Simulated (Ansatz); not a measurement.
**YVO4 (I4_1/amd): spin-orbit coupling beyond the local functionals**

How far does spin-orbit coupling move the gap of YVO4 (I4_1/amd)?

Method: density functionals with and without spin-orbit coupling, plane waves, PAW, in Ansatz 0.2.0.

In doubt: the elements are of a kind flagged for part-filled d or f shells, though by formal charges that shell is empty here, so the flag may not apply.

## Step 1: Set-up

Symmetry: I4_1/amd, No. 141, tetragonal system. Conventional cell: a = 7.118 Å, b = 7.118 Å, c = 6.289 Å, α = 90.00°, β = 90.00°, γ = 90.00°. Nearest to Y lie 8 O at 2.30 to 2.43 Å. Nearest to V lie 4 O at 1.71 Å. Nearest to O lie 1 V at 1.71 Å and 2 Y at 2.30 to 2.43 Å. Farther neighbours and most contacts between anions are not listed.

The cell and positions come from the Crystallography Open Database and are kept as given unless a step says otherwise. The default PAW set here is soft_2. Its files were made with PBE.

## Step 2: HSE06, 4×4×4 mesh

This step: DFT, HSE06, plane waves, PAW.

Contents of input.yaml:

```yaml
crystal:
  lattice:
    - [-3.55915, 3.55915, 3.14465]
    - [3.55915, -3.55915, 3.14465]
    - [3.55915, 3.55915, -3.14465]
  atoms:
    - { symbol: "Y", position: [0.75, 0.25, 0.5] }
    - { symbol: "Y", position: [0.0, 0.0, 0.0] }
    - { symbol: V, position: [0.5, 0.5, 0.0] }
    - { symbol: V, position: [0.25, 0.75, 0.5] }
    - { symbol: O, position: [0.51, 0.3258, 0.1842] }
    - { symbol: O, position: [0.0758, 0.3916, 0.3158] }
    - { symbol: O, position: [0.1416, 0.3258, 0.8158] }
    - { symbol: O, position: [0.0758, 0.76, 0.6842] }
    - { symbol: O, position: [0.24, 0.9242, 0.3158] }
    - { symbol: O, position: [0.6742, 0.49, 0.8158] }
    - { symbol: O, position: [0.6084, 0.9242, 0.6842] }
    - { symbol: O, position: [0.6742, 0.8584, 0.1842] }
kpoints:
  mp_grid: { grid: [4, 4, 4] }
  band_path:
    path:
      - [0.0, 0.0, 0.0]
      - [0.0, 0.0, 0.5]
      - [-0.5, 0.5, 0.5]
      - [0.44516056, 0.44516056, -0.44516056]
      - [-0.44516056, 0.55483944, 0.44516056]
      - [0.25, 0.25, 0.25]
      - [0.0, 0.5, 0.0]
      - [0.044516056, 0.044516056, -0.044516056]
    npoints: 1
hamiltonian:
  xc: hse06
scf:
  occupations: { method: fixed }
  n_extra_bands: 8
output:
  eigenvalues: true
```

Launch:

```console
ansatz run input.yaml --threads 3 --pin off --max-ram 92160MiB --backend cuda --events-out ev --progress --plain --runs-dir out --devices 1 --max-vram 13GiB
```

Numbers of over 12 decimals in the logs are rounded to 6 here.

Output:

```text
scf.n_extra_bands = 8 over 48 filled bands (N_el = 96.0): the run solves 56 bands
GPUs: using 1 of 1 available (devices: 1).
Engine: ansatz 0.2.0, x86_64-unknown-linux-gnu
Pseudopotentials: kind: paw
Pseudopotential: Y, paw, valence charge 11, recommended cutoff 420 eV (normal), Y.paw.azcp
Pseudopotential: V, paw, valence charge 13, recommended cutoff 420 eV (normal), V.paw.azcp
Pseudopotential: O, paw, valence charge 6, recommended cutoff 420 eV (normal), O.paw.azcp
Functional definition: HSE06
  parameter a = 0.25
  parameter omega = 0.11/bohr
  exchange = pbe_x - a*pbe_x_sr(omega) + a*exact_x_sr(omega)
  correlation = pbe_c
davidson cushion auto → on  (no smearing: the cushion is to keep the highest requested band from converging to the state above it; pin scf.eigensolver.cushion to override)
device memory: the entry about to start is reckoned to put 3.0 GiB on a device that reports 59.6 GiB free (of which the cap on the GPU budget leaves the run 13.0 GiB)
GPU FFT provider: cuFFT
GPU libraries: cuBLAS 13.8.2, cuFFT 12.4.0, cuSOLVER 12.3.4
Crystal: 12 atoms, lattice volume = 159.340 Å³
Basis set: ecut = 420 eV, 3111 PW (Γ)
Bands: 56, of which v1, the nominal top of the filled ones, is band 48 counted from 1 (47 counted from 0)
Symmetry: 16 space group operations
Space group: I41/amd (ITA 141), of the structure as read, at distance tolerance 5.4e-5 Å
k-points: 13 of 64
Non-local potential: Y, projectors of the file, l = 0: 3, l = 1: 2, l = 2: 2, l = 3: 1
Non-local potential: V, projectors of the file, l = 0: 3, l = 1: 2, l = 2: 3, l = 3: 1
Non-local potential: O, projectors of the file, l = 0: 2, l = 1: 2, l = 2: 1
PAW form: soft (Blöchl's): semilocal exchange-correlation on the pseudo side does not see the compensation charge
PAW frozen core: Y, regenerated for the run's functional, and the local potential with it (the file was generated under x = pbe(κ = 0.804, μ = 0.219515), c = pbe(β = 0.066725))
PAW frozen core: V, regenerated for the run's functional, and the local potential with it (the file was generated under x = pbe(κ = 0.804, μ = 0.219515), c = pbe(β = 0.066725))
PAW frozen core: O, regenerated for the run's functional, and the local potential with it (the file was generated under x = pbe(κ = 0.804, μ = 0.219515), c = pbe(β = 0.066725))
PAW one-centre angular grid: Y, 590 points (default); XC on 64 Gauss nodes
PAW one-centre angular grid: V, 590 points (default); XC on 64 Gauss nodes
PAW one-centre angular grid: O, 110 points (default); XC on 96 Gauss nodes
Initial density: superposition of atomic densities (neutral atoms: chi_scale 0, normalization atom), corrected by the library's trained network
Initial wavefunctions: pseudopotential atomic-orbital guess
GPU buffer pool allocated for 64000 grid points (all kernels)
[...]
preconditioner: auto → none  [insulator: Δε(μ)=4.467 eV  Ē_g=14.349 eV  n_scr=46 (ndim 8)  ℏωp=25.6 eV  f_vac=0.079]
SCF iter   2: F=—  HF=-18079.197148 eV  |F-HF|=—  |Δ(HF+E_count)|=   8.57e-6  Δρ=1.69e-4  dr2=6.15e-5  ethr=6.74e-8  ⟨swp⟩=4.1  Hψ=2185  notcnv=0
iter 3 solved again at ethr=3.06e-9 eV; its pass at ethr=6.19e-8 eV (dr2=2.93e-6 eV) is discarded
SCF iter   3: F=—  HF=-18079.197137 eV  |F-HF|=—  |Δ(HF+E_count)|=   1.06e-5  Δρ=4.61e-5  dr2=4.17e-6  ethr=3.06e-9  ⟨swp⟩=3.2  Hψ=3451  notcnv=0
SCF iter   4: F=—  HF=-18079.197148 eV  |F-HF|=—  |Δ(HF+E_count)|=   1.02e-5  Δρ=5.21e-5  dr2=4.37e-6  ethr=3.06e-9  ⟨swp⟩=4.8  Hψ=2255  notcnv=0
SCF iter   5: F=—  HF=-18079.197147 eV  |F-HF|=—  |Δ(HF+E_count)|=   8.69e-7  Δρ=7.78e-6  dr2=2.16e-7  ethr=3.06e-9  ⟨swp⟩=3.0  Hψ=1724  notcnv=0
SCF iter   6: F=—  HF=-18079.197147 eV  |F-HF|=—  |Δ(HF+E_count)|=   7.45e-7  Δρ=2.12e-5  dr2=8.75e-7  ethr=1.01e-10  ⟨swp⟩=5.5  Hψ=2307  notcnv=0
SCF iter   7: F=-18079.197147 eV  HF=-18079.197147 eV  |F-HF|=1.28e-8  |Δ(HF+E_count)|=   1.44e-7  Δρ=2.56e-6  dr2=1.67e-8  ethr=1.01e-10  ⟨swp⟩=4.0  Hψ=2293  notcnv=0
SCF 3 converged in 7 iterations: F = -18079.197147 eV  dr2 = 1.67e-8
hybrid outer 2: dexx = +1.236e-5 eV, tail = 1.42e-7 eV, Δε = 4.08e-3 eV (about 9.57e-5 eV left of the loop's levels)
device memory: the entry about to start is reckoned to put 1.1 GiB on a device that reports 66.1 GiB free (of which the cap on the GPU budget leaves the run 13.0 GiB)
NSCF: frozen V_eff on 8 k-points
hybrid SCF converged: 2 outer / 14 inner (+3 warm-up), last move |dexx| = 1.24e-5 eV, tail = 1.42e-7 eV
Stability not checked: this state was not tested for a lower state beside it, because the functional holds exact exchange (a hybrid, or Hartree-Fock), whose exchange loop this test does not read (fock_operator; see scf.lower_state_search)
Free energy (F): -18079.197147 eV
Frozen-core exchange: fock
Harris-Foulkes:  -18079.197147 eV  (|F-HF|=1.28e-8)
Internal energy: -18079.197147 eV  (E = F + TS)
E sigma→0 (E₀):  -18079.197147 eV
Fermi energy:    5.219797 eV
--- Per-component energies (eV) ---
  E_band       = -1063.766111
  E_kinetic    = 2692.753197
  E_local      = -7269.184308  (includes V_loc(G=0)·N_el)
  E_nonlocal   = 364.135600
  E_hartree    = 2803.024927
  E_xc         = -962.263063
  E_vxc        = -1180.993464  (∫ρ·V_xc dr)
  E_exx        = -301.926273  (= α·E_x^exact, valence–valence)
  E_paw        = -9070.830837  (= ΣΔE_a)
  E_vpaw       = -672.689527  (= ΣTr[D̂ρ^β])
  E_aug_tail   = 0.020099  (compensation charges beyond the density's cutoff)
  E_ewald      = -6333.590677
  E_core_change = -1.335812  (= ΣΔE_core)
  E_smearing   = -0.000000  (= −TS)
  E_closure    = 0.000000  (closes the sum)
  Σ components = -18079.197147   (vs F -18079.197147, Δ=3.64e-12)
--- Band table (eV; the first three rows and the last of 13) ---
  k-point 0: bands = [... 44 lower, 4.7874, 4.8122, 4.8122, 5.2198, 9.6898, 10.5154, 10.7260, 10.7284, ... 4 higher]
  k-point 1: bands = [... 44 lower, 4.6198, 4.6765, 4.8144, 5.0800, 9.9571, 10.5135, 10.6187, 10.8052, ... 4 higher]
  k-point 2: bands = [... 44 lower, 4.3964, 4.3964, 4.8314, 4.8314, 10.4604, 10.4604, 10.6151, 10.6151, ... 4 higher]
  k-point 12: bands = [... 44 lower, 4.3666, 4.3666, 4.6259, 4.6259, 10.5402, 10.5402, 10.7919, 10.7919, ... 4 higher]
```

The job ended after 53 s (1 × NVIDIA H100 80GB HBM3 (shared by 6 runs) with 3 threads of AMD EPYC 7R13 (Zen 3), shared host; peak memory 1.7 GiB).

Reading the cycles: dr2 is the Hartree energy of the density residual (eV), the measure of convergence; HF is the Harris–Foulkes estimate of the energy, which meets the free energy F at convergence.

This step gave:

```
gap                     : 4.470 eV
valence top at          : k = (0.045, 0.045, -0.045)
conduction bottom at    : Γ
least direct gap        : 4.470 eV
exact-exchange fraction : 0.25
```

The gap is indirect, with the least direct gap 0.001 eV higher.

## Step 3: HSE06+SOC, 4×4×4 mesh

Spin-orbit coupling can split or shift the edges; a non-collinear run measures by how much.

This step: DFT, HSE06 with spin-orbit coupling, plane waves, PAW.

input.yaml: that of step 2 with these lines changed.

```diff
@@ -35,3 +35,6 @@
   occupations: { method: fixed }
-  n_extra_bands: 8
+  n_extra_bands: 16
+magnetization:
+  noncollinear: true
+  spin_orbit: true
 output:
```

Output:

```text
[...]
GPUs: using 1 of 1 available (devices: 1).
[...]
non-collinear run that drives no moment, with spin-orbit: no starting moment large enough to seed its density (crystal.atoms[].spin), no starting occupations that ask for one, no magnetisation constraint and no magnetic field, so the semilocal B_xc is pinned to zero
[...]
GPU FFT provider: cuFFT
GPU libraries: cuBLAS 13.8.2, cuFFT 12.4.0, cuSOLVER 12.3.4
Crystal: 12 atoms, lattice volume = 159.340 Å³
Basis set: ecut = 420 eV, 3111 PW (Γ)
Bands: 112, of which v1, the nominal top of the filled ones, is band 96 counted from 1 (95 counted from 0)
Symmetry: 16 space group operations + 16 with time reversal
[...]
k-points: 13 of 64
Projection manifold: j_resolved (fully-relativistic pseudo-atomic orbitals)
[...]
GPU buffer pool allocated for 64000 grid points (all kernels)
[...]
SCF iter   1: F=—  HF=-18081.227370 eV  |F-HF|=—  |Δ(HF+E_count)|=         —  Δρ=5.22e-2  dr2=5.16e0  dr2_m=0.00e0 (ungated)  ethr=1.00e-1  |M|=0.00e0 ∫|m|=0.00e0 μB  |m|>n=0.0e0 m-floor=0.0e0 τ_xc=0.0e0  β_m=0.30  ⟨swp⟩=3.0  Hψ=5778  notcnv=0
[...]
SCF iter   6: F=-18080.098201 eV  HF=-18080.098751 eV  |F-HF|=5.50e-4  |Δ(HF+E_count)|=   7.15e-3  Δρ=7.12e-4  dr2=6.07e-4  dr2_m=0.00e0 (ungated)  ethr=1.62e-5  |M|=0.00e0 ∫|m|=0.00e0 μB  |m|>n=0.0e0 m-floor=0.0e0 τ_xc=0.0e0  ⟨swp⟩=4.0  Hψ=3978  notcnv=0
SCF 1 stopped early in 6 iterations: F = -18080.098201 eV  dr2 = 6.07e-4
[...]
GPU FFT provider: cuFFT
GPU libraries: cuBLAS 13.8.2, cuFFT 12.4.0, cuSOLVER 12.3.4
Projection manifold: j_resolved (fully-relativistic pseudo-atomic orbitals)
[...]
GPU buffer pool allocated for 64000 grid points (all kernels)
[...]
Frozen-core exchange: fock
SCF iter   1: F=—  HF=-18077.509388 eV  |F-HF|=—  |Δ(HF+E_count)|=         —  Δρ=3.34e-2  dr2=2.56e0  dr2_m=0.00e0 (ungated)  ethr=6.32e-6  |M|=0.00e0 ∫|m|=0.00e0 μB  |m|>n=0.0e0 m-floor=0.0e0 τ_xc=0.0e0  β_m=0.30  ⟨swp⟩=7.9  Hψ=7707  notcnv=0
[...]
SCF iter  10: F=-18077.118319 eV  HF=-18077.118322 eV  |F-HF|=2.21e-6  |Δ(HF+E_count)|=   2.32e-4  Δρ=3.77e-5  dr2=9.37e-6  dr2_m=0.00e0 (ungated)  ethr=2.15e-7  |M|=0.00e0 ∫|m|=0.00e0 μB  |m|>n=0.0e0 m-floor=0.0e0 τ_xc=0.0e0  ⟨swp⟩=5.0  Hψ=4380  notcnv=0
SCF 2 stopped early in 10 iterations: F = -18077.118319 eV  dr2 = 9.37e-6
hybrid outer 1: dexx = +7.441e-2 eV, tail = 2.34e-4 eV
GPU FFT provider: cuFFT
GPU libraries: cuBLAS 13.8.2, cuFFT 12.4.0, cuSOLVER 12.3.4
Projection manifold: j_resolved (fully-relativistic pseudo-atomic orbitals)
GPU buffer pool allocated for 64000 grid points (all kernels)
[...]
Frozen-core exchange: fock
SCF iter   1: F=—  HF=-18077.117657 eV  |F-HF|=—  |Δ(HF+E_count)|=         —  Δρ=1.55e-4  dr2=4.10e-5  dr2_m=0.00e0 (ungated)  ethr=1.22e-6  |M|=0.00e0 ∫|m|=0.00e0 μB  |m|>n=0.0e0 m-floor=0.0e0 τ_xc=0.0e0  β_m=0.30  ⟨swp⟩=3.0  Hψ=3419  notcnv=0
[...]
SCF iter   4: F=-18077.117658 eV  HF=-18077.117658 eV  |F-HF|=2.20e-8  |Δ(HF+E_count)|=   2.59e-7  Δρ=5.81e-6  dr2=6.16e-8  dr2_m=0.00e0 (ungated)  ethr=5.40e-10  |M|=0.00e0 ∫|m|=0.00e0 μB  |m|>n=0.0e0 m-floor=0.0e0 τ_xc=0.0e0  ⟨swp⟩=4.0  Hψ=4390  notcnv=0
SCF 3 converged in 4 iterations: F = -18077.117658 eV  dr2 = 6.16e-8
[...]
NSCF: frozen V_eff on 8 k-points
[...]
Magnetization: |M| = 0.0000 μB,  M = (+0.0000, +0.0000, +0.0000) μB
Absolute magnetization: 0.0000 μB (∫|m|)
  site 0: m = (+0.0000, +0.0000, +0.0000) μB, |m| = 0.0000 μB  (R = 0.95 Å)
  site 1: m = (+0.0000, +0.0000, +0.0000) μB, |m| = 0.0000 μB  (R = 0.95 Å)
  site 2: m = (+0.0000, +0.0000, +0.0000) μB, |m| = 0.0000 μB  (R = 0.70 Å)
  site 3: m = (+0.0000, +0.0000, +0.0000) μB, |m| = 0.0000 μB  (R = 0.70 Å)
  site 4: m = (+0.0000, +0.0000, +0.0000) μB, |m| = 0.0000 μB  (R = 0.70 Å)
  site 5: m = (+0.0000, +0.0000, +0.0000) μB, |m| = 0.0000 μB  (R = 0.70 Å)
  site 6: m = (+0.0000, +0.0000, +0.0000) μB, |m| = 0.0000 μB  (R = 0.70 Å)
  site 7: m = (+0.0000, +0.0000, +0.0000) μB, |m| = 0.0000 μB  (R = 0.70 Å)
  site 8: m = (+0.0000, +0.0000, +0.0000) μB, |m| = 0.0000 μB  (R = 0.70 Å)
  site 9: m = (+0.0000, +0.0000, +0.0000) μB, |m| = 0.0000 μB  (R = 0.70 Å)
  site 10: m = (+0.0000, +0.0000, +0.0000) μB, |m| = 0.0000 μB  (R = 0.70 Å)
  site 11: m = (+0.0000, +0.0000, +0.0000) μB, |m| = 0.0000 μB  (R = 0.70 Å)
Free energy (F): -18077.117659 eV
Frozen-core exchange: fock
[...]
Internal energy: -18077.117659 eV  (E = F + TS)
E sigma→0 (E₀):  -18077.117659 eV
Fermi energy:    5.220675 eV
[...]
--- Band table (eV; the first three rows and the last of 13) ---
  k-point 0: bands = [... 92 lower, 4.8210, 4.8210, 5.2207, 5.2207, 9.6906, 9.6906, 10.5162, 10.5162, ... 12 higher]
  k-point 1: bands = [... 92 lower, 4.8151, 4.8151, 5.0808, 5.0808, 9.9578, 9.9578, 10.5141, 10.5141, ... 12 higher]
  k-point 2: bands = [... 92 lower, 4.8321, 4.8321, 4.8321, 4.8321, 10.4607, 10.4607, 10.4607, 10.4607, ... 12 higher]
  k-point 12: bands = [... 92 lower, 4.6272, 4.6272, 4.6272, 4.6272, 10.5406, 10.5406, 10.5406, 10.5406, ... 12 higher]
```

Wall time 3.1 min (1 × NVIDIA H100 80GB HBM3 (shared by 6 runs) with 3 threads); peak memory 3.4 GiB; 6.9 min of CPU time.

This step gave:

```
gap                     : 4.469 eV
valence top at          : k = (0.045, 0.045, -0.045)
conduction bottom at    : Γ
least direct gap        : 4.470 eV
exact-exchange fraction : 0.25
```

The gap is that of HSE06.

## Step 4: Together

Times are wall times on 1 × NVIDIA H100 80GB HBM3 (shared by 6 runs) with 3 threads of AMD EPYC 7R13 (Zen 3), shared host, good to a factor of about two.

| level | gap (eV) | with coupling (eV) | change (eV) | time | with coupling |
| --- | --- | --- | --- | --- | --- |
| HSE06 | 4.47 | 4.47 | −0.0001 | 53 s | 3.1 min |

## Step 5: Summary of results

* HSE06: 4.47 eV
* HSE06+SOC: 4.47 eV

In words: Spin-orbit coupling changes the gap by −0.0001 eV and the least direct gap by −0.0001 eV. The runs have no spin polarisation. For a closed low-spin shell that is the natural state; where a d or f shell is open it is a constraint, and the gap is then not the crystal's own.

[Paths, hosts, dates, memory and timing lines, banners, echoed tables and standing remarks are left out of the program output.]

[Logs are printed without paths, hosts, clocks, repeated set-up lines and the standing remarks that a program may print on its own settings, such as how far it seeks lower states.]

[Runs of the session that timed out or met a known fault of the program may be left out.]

[Cells called generated may have been cut or substituted from an entry of the Crystallography Open Database or the Materials Project.]

[Hosts, paths, dates, database ids (printed as entryN), source tags and the programs' standing remarks are cut or masked in the printed files.]
